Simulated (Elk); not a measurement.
# How Co absorbs and reflects light

Aim: the dielectric function of Co, and the optical constants that follow from it.

Method: DFT, PBE, all-electron APW+lo, Dirac cores, scalar-relativistic bands, independent-particle optical response without local fields, in Elk 11.2.3 (patched build).

**1. Starting point**

Symmetry: P6_3/mmc, No. 194, hexagonal system. Conventional cell: a = 2.507 Å, b = 2.507 Å, c = 4.070 Å, α = 90.00°, β = 90.00°, γ = 120.00°. Co has 12 Co at 2.50 to 2.51 Å nearest.

**2. Ground state**

First the ground state: is it a metal or has it a gap?

This step: DFT, PBE, all-electron APW+lo, Dirac cores, scalar-relativistic bands, ground state (Elk 11.2.3 (patched build)).

Input file elk.in:

```
tasks
  0
  120

xctype
  20

nempty
  10

lorbcnd
  .true.

rgkmax
  7.0

spinpol
  .true.

reducebf
  0.5

swidth
  0.0018375

maxscl
  100

epsengy
  1e-05

sppath
  './'

avec
  4.738299284887 0.000000000000 0.000000000000
  -2.369149642443 4.103487551353 0.000000000000
  0.000000000000 0.000000000000 7.690996354614

atoms
  1
  'Co.in'
  2
  0.666666666700 0.333333333300 0.750000000000   0.000 0.000 1.000
  0.333333333300 0.666666666700 0.250000000000   0.000 0.000 1.000

ngridk
  21 21 10
```

Run with:

```console
> OMP_NUM_THREADS=4 elk
```

Numbers of over 12 decimals in the logs are rounded to 6 here.

The program printed:

```text
┌─────────────────────────┐
│ Elk code version 11.2.3 │
└─────────────────────────┘

All units are atomic (Hartree, Bohr, etc.)

┌─────────────────────────────────────────────────┐
│ Ground-state run starting from atomic densities │
└─────────────────────────────────────────────────┘

Lattice vectors :
   4.738299285       0.000000000       0.000000000
  -2.369149642       4.103487551       0.000000000
   0.000000000       0.000000000       7.690996355

Reciprocal lattice vectors :
   1.326042305      0.7655908820      -0.000000000
   0.000000000       1.531181764       0.000000000
   0.000000000      -0.000000000      0.8169533592

Unit cell volume      :    149.5402886
Brillouin zone volume :    1.658751737

Muffin-tin inner radius fraction :   0.1000000000E-01

Nuclei treated as point charges

Species : 1 (Co)
 parameters loaded from : Co.in
 name : cobalt
 nuclear charge    :   -27.00000000
 electronic charge :    27.00000000
 atomic mass :    107428.6517
 muffin-tin radius :    2.334644196
 number of radial points in muffin-tin :    993
 inner part over the whole radius :   0.9921812145E-02
 number on inner part of muffin-tin    :    700
 approximate nuclear radius :   0.7243775530E-04
 number of mesh points to nuclear radius :    334
 atomic positions (lattice), magnetic fields (Cartesian) :
  1 :   0.16666667  0.33333333  0.25000000    0.00000000  0.00000000  1.00000000
  2 :  -0.16666667 -0.33333333 -0.25000000    0.00000000  0.00000000  1.00000000

Total number of atoms per unit cell :    2
Total muffin-tin volume :    106.6057705
 ratio of muffin-tin to unit cell volume :   0.7128899609

Spin treatment :
 spin-polarised
 global magnetic field (Cartesian) :    0.000000000       0.000000000       0.000000000
 collinear magnetisation in z-direction

Number of Bravais lattice symmetries :   24
Number of crystal symmetries         :   24
Crystal has inversion symmetry
Real symmetric eigensolver will be used

k-point grid :     21    21    10
k-point offset :    0.000000000       0.000000000       0.000000000
k-point set is reduced with full crystal symmetry group
Total number of k-points :      288

Muffin-tin radius times maximum |G+k| :    7.000000000
 using average radius
Maximum |G+k| for APW functions       :    2.998315551
Maximum (1/2)|G+k|²                   :    4.494948072
Maximum |G| for potential and density :    12.00000000
Constant for pseudocharge density :    7
 order of it for each species :   14
 order of it for pair densities of each species (exact exchange by exxq0 0: 14) :   10
Radial integration step length :    1

G-vector grid sizes :     20    20    30
Number of G-vectors :     4331

Maximum angular momentum used for
 APW functions            :    8
 outer part of muffin-tin :    6
 inner part of muffin-tin :    2

Total nuclear charge    :   -54.00000000
Total core charge       :    24.00000000
Total valence charge    :    30.00000000
Total excess charge     :    0.000000000
Total electronic charge :    54.00000000

Effective Wigner radius, rₛ :   0.8711480090

Number of empty states         :     20
Total number of valence states :     72
Total number of core states    :     24

Conduction state local-orbitals added automatically
Third-order local-orbitals added for an l without core states : F
Total number of local-orbitals :    132

Exchange-correlation functional :     20     0     0
 Perdew-Burke-Ernzerhof, Phys. Rev. Lett. 77, 3865 (1996)
 gradient requirement :    1
 generalised gradient approximation (GGA)

Smearing type :    3
 Fermi-Dirac
Smearing width :   0.1837500000E-02
Effective electronic temperature (K) :    580.2366081

Mixing type :    3
 Broyden mixing, J. Phys. A: Math. Gen. 17, L317 (1984)

Kohn-Sham potential initialised from atomic data

┌──────────────────────────────┐
│ Self-consistent loop started │
└──────────────────────────────┘

┌─────────────────┐
│ Loop number : 1 │
└─────────────────┘

Energies :
 Fermi                       :     0.210936
 sum of occupied eigenvalues :     -1612.4193997912
 electron kinetic            :      2824.9101091565
 core electron kinetic       :      2558.1826922029
 Coulomb                     :     -5492.9404215542
 Coulomb potential           :     -4282.1267343898
 nuclear-nuclear             :     -499.77031406287
 electron-nuclear            :     -5724.7351389546
 Hartree                     :      731.56503146328
 Madelung                    :     -3351.8770543592
 xc potential                :     -154.95837222893
 xc effective B-field        :    -0.175780
 external B-field            :      0.000000
 exchange                    :     -116.57967772616
 correlation                 :     -2.548619
 electron entropic           :    -0.52232815908236E-03
 total energy                :     -2787.1591313277
 (external B-field energy excluded from total)

Density of states at Fermi energy :    45.91377139
 (states/Hartree/unit cell)

Estimated indirect band gap :   0.2979964462E-04
 from k-point 237 to k-point 167
Estimated direct band gap   :   0.2242733861E-02
 at k-point 226

Charges :
 core                        :    24.00000000
 valence                     :    30.00000000
 interstitial                :    1.800217201
 muffin-tins (core leakage)
  species : 1 (Co)
   atom 1                    :    26.09989140     (  0.6902775025E-03)
   atom 2                    :    26.09989140     (  0.6902775025E-03)
 total in muffin-tins        :    52.19978280
 total calculated charge     :    53.99701169
 total charge                :    54.00000000
 error                       :   0.2988313907E-02

Moments :
 interstitial                :   0.9552181683E-01
 muffin-tins
  species : 1 (Co)
   atom 1                    :   -1.997997108
   atom 2                    :   -1.997997108
 total in muffin-tins        :   -3.995994215
 total moment                :   -3.900472398

┌─────────────────┐
│ Loop number : 2 │
└─────────────────┘

Energies :
 Fermi                       :     0.211360
 sum of occupied eigenvalues :     -1612.4130325797
 electron kinetic            :      2820.9815688912
 core electron kinetic       :      2556.1748913463
 Coulomb                     :     -5493.0588862026
 Coulomb potential           :     -4282.0659185325
 nuclear-nuclear             :     -499.77031406287
 electron-nuclear            :     -5725.0333074104
 Hartree                     :      731.74473527066
 Madelung                    :     -3352.0259269363
 xc potential                :     -151.26561970887
 xc effective B-field        :    -0.175429
 external B-field            :      0.000000
 exchange                    :     -116.59070292702
 correlation                 :     -2.548623
 electron entropic           :    -0.52245222769753E-03
 total energy                :     -2791.2171659894
 (external B-field energy excluded from total)

Density of states at Fermi energy :    45.90592569
 (states/Hartree/unit cell)

Estimated indirect band gap :   0.8909103384E-04
 from k-point 167 to k-point 278
Estimated direct band gap   :   0.1989660209E-02
 at k-point 213

Charges :
 core                        :    24.00000000
 valence                     :    30.00000000
 interstitial                :    1.796878900
 muffin-tins (core leakage)
  species : 1 (Co)
   atom 1                    :    26.10156055     (  0.6894886395E-03)
   atom 2                    :    26.10156055     (  0.6894886395E-03)
 total in muffin-tins        :    52.20312110
 total calculated charge     :    53.99701320
 total charge                :    54.00000000
 error                       :   0.2986802400E-02

Moments :
 interstitial                :   0.9566615252E-01
 muffin-tins
  species : 1 (Co)
   atom 1                    :   -1.995733706
   atom 2                    :   -1.995733706
 total in muffin-tins        :   -3.991467411
 total moment                :   -3.895801259

RMS change in Kohn-Sham potential (target) :    5.512266567     (  0.1000000000E-05)
Absolute change in total energy (target)   :    4.058034662     (  0.1000000000E-04)

[... 13 loops left out ...]

┌──────────────────┐
│ Loop number : 16 │
└──────────────────┘

Energies :
 Fermi                       :     0.302390
 sum of occupied eigenvalues :     -1607.0515018840
 electron kinetic            :      2828.1733053519
 core electron kinetic       :      2558.2686386937
 Coulomb                     :     -5495.7190227484
 Coulomb potential           :     -4280.1724164316
 nuclear-nuclear             :     -499.77031406287
 electron-nuclear            :     -5732.3190582685
 Hartree                     :      736.37034958289
 Madelung                    :     -3355.6328145327
 xc potential                :     -154.92546208124
 xc effective B-field        :    -0.126929
 external B-field            :      0.000000
 exchange                    :     -116.85074390940
 correlation                 :     -2.549833
 electron entropic           :    -0.55331033410438E-03
 total energy                :     -2786.9468477018
 (external B-field energy excluded from total)

Density of states at Fermi energy :    49.11836141
 (states/Hartree/unit cell)

Estimated indirect band gap :   0.1002927510E-02
 from k-point 6 to k-point 281
Estimated direct band gap   :   0.6255459428E-02
 at k-point 71

Charges :
 core                        :    24.00000000
 valence                     :    30.00000000
 interstitial                :    1.690664529
 muffin-tins (core leakage)
  species : 1 (Co)
   atom 1                    :    26.15466774     (  0.6697681453E-03)
   atom 2                    :    26.15466774     (  0.6697681453E-03)
 total in muffin-tins        :    52.30933547
 total calculated charge     :    53.99703416
 total charge                :    54.00000000
 error                       :   0.2965840060E-02

Moments :
 interstitial                :  -0.1042570089
 muffin-tins
  species : 1 (Co)
   atom 1                    :    1.683728913
   atom 2                    :    1.683728913
 total in muffin-tins        :    3.367457826
 total moment                :    3.263200817

RMS change in Kohn-Sham potential (target) :   0.5505658033E-06 (  0.1000000000E-05)
Absolute change in total energy (target)   :   0.4701574653E-05 (  0.1000000000E-04)

Convergence targets achieved

┌──────────────────┐
│ Loop number : 17 │
└──────────────────┘

Energies :
 Fermi                       :     0.302390
 sum of occupied eigenvalues :     -1607.0515169937
 electron kinetic            :      2828.1733024253
 core electron kinetic       :      2558.2686326245
 Coulomb                     :     -5495.7190331372
 Coulomb potential           :     -4280.1724120399
 nuclear-nuclear             :     -499.77031406287
 electron-nuclear            :     -5732.3190844721
 Hartree                     :      736.37036539776
 Madelung                    :     -3355.6328271173
 xc potential                :     -154.92547857044
 xc effective B-field        :    -0.126929
 external B-field            :      0.000000
 exchange                    :     -116.85074456066
 correlation                 :     -2.549833
 electron entropic           :    -0.55331372863022E-03
 total energy                :     -2786.9468617037
 (external B-field energy excluded from total)

Density of states at Fermi energy :    49.11877618
 (states/Hartree/unit cell)

Estimated indirect band gap :   0.1002868076E-02
 from k-point 6 to k-point 281
Estimated direct band gap   :   0.6255436711E-02
 at k-point 71

Charges :
 core                        :    24.00000000
 valence                     :    30.00000000
 interstitial                :    1.690664284
 muffin-tins (core leakage)
  species : 1 (Co)
   atom 1                    :    26.15466786     (  0.6697680882E-03)
   atom 2                    :    26.15466786     (  0.6697680882E-03)
 total in muffin-tins        :    52.30933572
 total calculated charge     :    53.99703416
 total charge                :    54.00000000
 error                       :   0.2965840247E-02

Moments :
 interstitial                :  -0.1042555413
 muffin-tins
  species : 1 (Co)
   atom 1                    :    1.683725559
   atom 2                    :    1.683725559
 total in muffin-tins        :    3.367451119
 total moment                :    3.263195577

┌──────────────────────────────┐
│ Self-consistent loop stopped │
└──────────────────────────────┘

Warning : core states of species 1 leak from the muffin-tin :   0.6697680882E-03

Wrote STATE.OUT
```

It took 3.6 min on 4 threads of Intel Xeon at 2.70GHz, shared host; peak memory 0.27 GiB; 14 min of CPU time.

Numbers from this step:

* total energy: -2787 Ha
* Fermi energy: 8.228 eV
* DOS at the Fermi level: 1.805 states/eV/cell
* total moment: 3.263 μB

There are states at the Fermi level within the smearing, so the occupations stay smeared and the carriers get a Drude term.

**3. Independent particles**

The spectrum is a sum over vertical transitions between filled and empty bands at the fixed density, so many empty bands are needed.

This step: DFT, PBE, all-electron APW+lo, Dirac cores, scalar-relativistic bands, independent-particle optical response without local fields (Elk 11.2.3 (patched build)).

Input file elk.in:

```
tasks
  121

optcomp
  1 1
  3 3

intraband
  .true.

xctype
  20

nempty
  10

lorbcnd
  .true.

rgkmax
  7.0

spinpol
  .true.

reducebf
  0.5

swidth
  0.0055124

wplot
  400 100 0
  0.0 0.51449

sppath
  './'

avec
  4.738299284887 0.000000000000 0.000000000000
  -2.369149642443 4.103487551353 0.000000000000
  0.000000000000 0.000000000000 7.690996354614

atoms
  1
  'Co.in'
  2
  0.666666666700 0.333333333300 0.750000000000   0.000 0.000 0.001
  0.333333333300 0.666666666700 0.250000000000   0.000 0.000 0.001

ngridk
  21 21 10
```

Run with:

```console
> OMP_NUM_THREADS=4 elk
```

The program printed:

```text
┌─────────────────────────────────┐
│ Elk code version 11.2.3 started │
└─────────────────────────────────┘

Info(readinput): the functional depends on the density's gradient
 muffin-tin radial points multiplied by    2.00000
 (not where nrmtscf is given)

┌────────────────────┐
│ Current task : 121 │
└────────────────────┘
Info(checkmt): changed muffin-tin radius of species 1 (Co) from   2.4000 to   2.3346

Info(findsymcrys): atomic basis shift (lattice) :
  0.5000000000       0.000000000      0.5000000000
See GEOMETRY.OUT for new atomic positions

Warning(init1): few empty states an atom for a second variation :    10.00000000
 they are its basis, with spin, DFT+U, afieldc (12 by default), in Hartree-Fock and RDMFT; 30 and more for pressures

Info(dielectric):
 dielectric tensor written to EPSILON_ij.OUT
 optical conductivity written to SIGMA_ij.OUT
 plasma frequency written to PLASMA_ij.OUT
 for components
  i = 1, j = 1
  i = 3, j = 3

┌──────────────────┐
│ Elk code stopped │
└──────────────────┘
```

Elapsed: 40 s, on 4 threads; peak memory 0.03 GiB.

Read-outs, printed or worked out from the files:

* Drude plasma energy, first axis: 6.185 eV

(Part 1 of 2 ends here.)

[Machine, clock and banner lines and Python warnings are left out of the logs.]

[Logs are printed without paths, hosts, clocks, repeated set-up lines and the standing remarks that a program may print on its own settings, such as how far it seeks lower states.]

[Hosts, paths, dates, database ids (printed as entryN), source tags and the programs' standing remarks are cut or masked in the printed files.]
